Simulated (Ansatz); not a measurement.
# A failed many-body run on BaWO4 (I4_1/a)

A first try at the G0W0 gap of BaWO4 (I4_1/a), what the program said, and an input that works.

Main program and level: Ansatz 0.2.0; G0W0 on r2SCAN, plane waves, PAW.

**1. Set-up**

Symmetry: I4_1/a, No. 88, tetragonal system. The conventional cell has a = 5.667 Å, b = 5.667 Å, c = 12.739 Å, α = 90.00°, β = 90.00°, γ = 90.00°. Nearest to Ba lie 8 O at 2.76 to 2.80 Å. Nearest to W lie 4 O at 1.79 Å. Nearest to O lie 1 W at 1.79 Å and 2 Ba at 2.76 to 2.80 Å. Farther neighbours and most contacts between anions are not listed.

The cell and positions are those that the Materials Project relaxed with its own functionals (PBE, PBE+U or r2SCAN), kept fixed. Spin-orbit coupling is left out unless a step names it. The default PAW set here is soft_2. Its files were made with PBE.

**2. First try**

Contents of input.yaml:

```yaml
crystal:
  lattice:
    - [-2.833365905, 2.833365905, 6.36926687]
    - [2.833365905, -2.833365905, 6.36926687]
    - [2.833365905, 2.833365905, -6.36926687]
  atoms:
    - { symbol: Ba, position: [0.25, 0.75, 0.5] }
    - { symbol: Ba, position: [0.5, 0.5, 0.0] }
    - { symbol: W, position: [0.75, 0.25, 0.5] }
    - { symbol: W, position: [0.0, 0.0, 0.0] }
    - { symbol: O, position: [0.15214477, 0.04689186, 0.35623995] }
    - { symbol: O, position: [0.69065191, 0.79590482, 0.64376005] }
    - { symbol: O, position: [0.05934809, 0.45409518, 0.85623995] }
    - { symbol: O, position: [0.54590482, 0.40214477, 0.60525291] }
    - { symbol: O, position: [0.20409518, 0.84785523, 0.89474709] }
    - { symbol: O, position: [0.95310814, 0.30934809, 0.10525291] }
    - { symbol: O, position: [0.79689186, 0.94065191, 0.39474709] }
    - { symbol: O, position: [0.59785523, 0.20310814, 0.14376005] }
kpoints:
  mp_grid: { grid: [4, 4, 4] }
hamiltonian:
  xc: r2scan
scf:
  occupations: { method: fixed }
gw:
  n_empty_bands: 4
  ecut_chi: 60
  qp_bands: [v1, c9]
  qp_kpoints: band_edges
  screening: { model: contour_deformation }
```

The run is started by

```sh
> ansatz run input.yaml --threads 3 --pin off --max-ram 92160MiB --backend cpu --events-out ev --progress --plain --runs-dir out
```

Numbers of over 12 decimals in the logs are rounded to 6 here.

The log of the run:

```text
Error: invalid value for `gw.qp_bands`: [v1, c9] must end among the 52 bands that are solved (gw.n_empty_bands), of which c4 is the highest
```

Wall time 0.19 s (3 threads of AMD EPYC 7R13 (Zen 3), shared host); peak memory 0.12 GiB.

Q: What is the fault?

The input was rejected at the start.

The program's message: “Error: invalid value for `gw.qp_bands`: [v1, c9] must end among the 52 bands that are solved (gw.n_empty_bands), of which c4 is the highest”

The fault: window above the summed bands. Levels can be corrected only among the bands that are solved.

**3. A better input**

Now the one-shot GW correction: screening in the RPA, then the self-energy of the levels asked for.

input.yaml: that of step 2 with these lines changed.

```diff
@@ -25,5 +25,5 @@
 gw:
-  n_empty_bands: 4
-  ecut_chi: 60
-  qp_bands: [v1, c9]
+  n_empty_bands: 169
+  ecut_chi: 51
+  qp_bands: [v4, c4]
   qp_kpoints: band_edges
```

The run is started by

```sh
> ansatz run input.yaml --threads 3 --pin off --max-ram 92160MiB --backend cuda --events-out ev --progress --plain --runs-dir out --devices 1 --max-vram 13GiB
```

The log of the run:

```text
GPUs: using 1 of 1 available (devices: 1).
[...]
device memory: the entry about to start is reckoned to put 4.1 GiB on a device that reports 29.5 GiB free (of which the cap on the GPU budget leaves the run 13.0 GiB)
GPU FFT provider: cuFFT
GPU libraries: cuBLAS 13.8.2, cuFFT 12.4.0, cuSOLVER 12.3.4
Crystal: 12 atoms, lattice volume = 204.529 Å³
Basis set: ecut = 500 eV, 5199 PW (Γ), exchange–correlation on 240×240×240 points (64 copies of the dense FFT grid, shifted against one another)
Bands: 60, of which v1, the nominal top of the filled ones, is band 48 counted from 1 (47 counted from 0)
Symmetry: 8 space group operations
[...]
k-points: 14 of 64
[...]
GPU buffer pool allocated for 216000 grid points (all kernels)
GPU transforms: local potential and band sums: pruned to the plane-wave sphere, on 60×60×60
[...]
0    45      4.9325   -25.1298     4.3758   -20.4370  0.7759     4.6143     4.6155  root
     0    46      5.1585   -25.3120     4.4503   -20.5867  0.7739     4.8827     4.8836  root
     0    47      5.4008   -25.6430     4.4325   -20.9717  0.7753     5.1613     5.1620  root
     0    48      5.4008   -25.6430     4.4325   -20.9717  0.7753     5.1613     5.1620  root
     0    49     10.5816   -14.9012    -3.5628   -20.3659  0.8199    12.5174    12.4834  root
     0    50     10.7838   -15.0018    -3.5267   -20.4572  0.8203    12.7473    12.7124  root
     0    51     10.9734   -15.7189    -3.4539   -21.2128  0.8120    13.0551    13.0134  root
     0    52     11.1209   -16.2398    -3.4515   -21.7803  0.8118    13.2538    13.2100  root
[...]
13    49     10.5588   -14.1498    -3.4683   -19.4473  0.8243    12.4176    12.3879  root
    13    50     10.5588   -14.1498    -3.4683   -19.4473  0.8243    12.4176    12.3879  root
    13    51     10.8363   -15.3988    -3.5174   -20.8881  0.8173    12.8455    12.8082  root
    13    52     10.8363   -15.3988    -3.5174   -20.8881  0.8173    12.8455    12.8082  root
[key lines of the parts left out:]
SCF converged after 7 iterations
Free energy (F): -37285.866444 eV
Fermi energy:    5.400793 eV
```

It took 53 s on 1 × NVIDIA H100 80GB HBM3 (shared by 6 runs) with 3 threads; peak memory 2 GiB.

This step gave:

| Quantity | Value |
| --- | --- |
| bands summed | 217 |
| RPA ε∞ on this mesh (eigenvalues) | 3.058, 3.060, 3.060 |
| plane waves in the screening matrix | 187 |
| q-points in the mesh | 64 |
| G0W0 gap on the mesh | 7.226 eV |
| k of the valence top | 0, 0, 0 |
| k of the conduction bottom | -0.5, -0.5, -0.5 |
| starting gap on the mesh | 5.158 eV |
| Z at the valence top | 0.7753 |
| Z at the conduction bottom | 0.8243 |
| least direct G0W0 gap on the computed points | 7.321 eV |

The gap on the mesh goes from 5.16 eV to 7.23 eV, a correction of +2.07 eV. Between the two edge states, bare exchange in place of the xc potential would open the gap by 9.97 eV, and correlation takes back 7.90 eV.

**4. What came out**

- first try: refused after 0.19 s
- better run: G0W0 gap on the mesh 7.23 eV (4×4×4 mesh, 169 empty bands, screening to 51 eV)

What this shows: The second run differs in: empty bands, screening cutoff (eV) and levels asked. Bands and cutoff are finite, so the gap is not at the basis limit. The miss can reach some tenths of an eV and take either sign; the mesh is an error of its own. The many-body steps are scalar-relativistic: spin-orbit coupling is not in them.

[Paths, hosts, dates, memory and timing lines, banners, echoed tables and standing remarks are left out of the program output.]

[Logs are printed without paths, hosts, clocks, repeated set-up lines and the standing remarks that a program may print on its own settings, such as how far it seeks lower states.]

[Runs of the session that timed out or met a known fault of the program may be left out.]

[Cells called generated may have been cut or substituted from an entry of the Crystallography Open Database or the Materials Project.]

[Hosts, paths, dates, database ids (printed as entryN), source tags and the programs' standing remarks are cut or masked in the printed files.]
